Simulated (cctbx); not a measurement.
# From intensities to atoms

Cell a = 8.0840 Å, b = 8.0840 Å, c = 8.0840 Å, α = 90.00°, β = 90.00°, γ = 90.00°; space group Im-3 (no. 204); content Os8 Tm2 P24.

The data are simulated with cctbx, not measured: Mo Kα, λ = 0.71073 Å, to d = 0.77 Å, 80 % of the full sphere, strongest reflection 40000 counts, noise from counting, a 2 % proportional error and a noise floor of 15 counts (s.d.); no absorption.

Charge flipping in P1 on plain amplitudes to 0.77 Å, δ = 1.2 σ, 20 % of the reflections treated as weak, 200 cycles:

```text
cycle      R  skewness
    0  0.509     0.37
   16  0.394     5.62
   32  0.369     5.07
   48  0.356     5.04
   64  0.362     4.85
   80  0.370     4.93
   96  0.357     4.93
  112  0.352     5.04
  128  0.351     5.17
  144  0.365     5.00
  160  0.360     4.86
  176  0.358     4.89
  192  0.363     4.97
origin shift          correlation  skewness
 0.385  0.592  0.313      0.837      5.29
 0.385  0.093  0.813      0.837      4.52
 0.135  0.343  0.063      0.837      4.44
 0.385  0.093  0.313      0.836      4.36
taken: symmetry correlation 0.837, skewness 5.29
peak      x       y       z  mult  height/sigma
Q1    0.0000  0.0000  0.0000    2     22.6
Q2    0.0000  0.0000  0.5000    6     12.8
Q3    0.2500  0.2500  0.2500    8     11.8
Q4    0.0000  0.3579  0.1535   24      2.2
Q5    0.0000  0.0679  0.1195   24      1.9
Q6    0.0000  0.0844  0.3771   24      1.9
Q7    0.1083  0.2519  0.2575   48      1.6
Q8    0.0000  0.2614  0.0000   12      1.4
```

The origin is taken among those within 0.04 of the best correlation, by the skewness of the map.

It took 0.56 s on 1 thread of Arm Neoverse V2 (shared host), peak memory 0.08 GiB.

**Question.** Which peaks are atoms, and which elements?

Heights follow Z only loosely here, so the multiplicities, which must add up to the content, decide. First model: Q1 = Tm1 (2 in the cell, height 22.6), Q3 = Os1 (8 in the cell, height 11.8) and Q4 = P1 (24 in the cell, height 2.2). Against the true structure, Q1 is Tm, Q3 is Os and Q4 is P; the other peaks are not atoms.

Least squares on F², isotropic:

```text
Rint 0.019, 129 unique reflections to 0.77 A
cycle     R1     wR2    GooF  max shift (A)
   1  0.1382  0.3024  33.607   0.01944
   2  0.0031  0.0077   0.854   0.00000
final R1 0.0031 wR2 0.0077 GooF 0.854  parameters 5  data/parameter 25.8
atom        x        y        z      Ueq    occ   su(xyz)  su(Uiso or U11)
Tm1    0.00000  0.00000  0.00000   0.0028  1.000  0.00000  0.0000
Os1    0.25000  0.25000  0.25000   0.0028  1.000  0.00000  0.0000
P1     0.00000  0.35723  0.15581   0.0045  1.000  0.00004  0.0001
difference map: max 0.29 min -0.26 rms 0.07
Q1    0.0000  0.4092  0.5000   12    0.29  1.27 A from P1
Q2    0.0000  0.0000  0.2752   12    0.28  1.42 A from P1
Q3    0.0000  0.1348  0.3373   24    0.22  1.67 A from P1
Q4    0.0000  0.2493  0.2651   24    0.21  1.24 A from P1
Q5    0.0000  0.2125  0.5000   12    0.19  1.57 A from P1
```

Anisotropic refinement:

```text
Rint 0.019, 129 unique reflections to 0.77 A
cycle     R1     wR2    GooF  max shift (A)
   1  0.0037  0.0086   0.968   0.00005
   2  0.0031  0.0076   0.859   0.00000
final R1 0.0031 wR2 0.0076 GooF 0.859  parameters 9  data/parameter 14.3
atom        x        y        z      Ueq    occ   su(xyz)  su(Uiso or U11)
Tm1    0.00000  0.00000  0.00000   0.0028  1.000  0.00000  0.0000
Os1    0.25000  0.25000  0.25000   0.0028  1.000  0.00000  0.0000
P1     0.00000  0.35723  0.15581   0.0045  1.000  0.00004  0.0002
difference map: max 0.28 min -0.26 rms 0.07
Q1    0.0000  0.4099  0.5000   12    0.29  1.27 A from P1
Q2    0.0000  0.0000  0.2757   12    0.28  1.42 A from P1
Q3    0.0000  0.1343  0.3375   24    0.22  1.67 A from P1
Q4    0.0000  0.2489  0.2646   24    0.21  1.24 A from P1
Q5    0.0000  0.2143  0.5000   12    0.18  1.56 A from P1
Q6    0.0900  0.1802  0.2308   48    0.18  1.42 A from Os1
```

**Reading.** The refinement ends at R1 = 0.0031, wR2 = 0.0076, GooF = 0.86, with difference density between -0.26 and 0.28 e/Å³. Every site matches the true model in element, within 0.001 Å r.m.s., up to an allowed shift of origin.

True model:

```
atom  mult.    x       y       z  Ueq (Å²)
 Os1      8  1/4     1/4     3/4    0.0028
 Tm1      2    0       0       0    0.0028
  P1     24  1/2  0.8572  0.3441    0.0044
```

The model was made for the exercise: a known structure type with other elements put in, its volume estimated, not relaxed; displacement parameters are assumed.

[Middle refinement cycles are left out of these outputs.]

[Logs are printed without paths, hosts, clocks, repeated set-up lines and the standing remarks that a program may print on its own settings, such as how far it seeks lower states.]
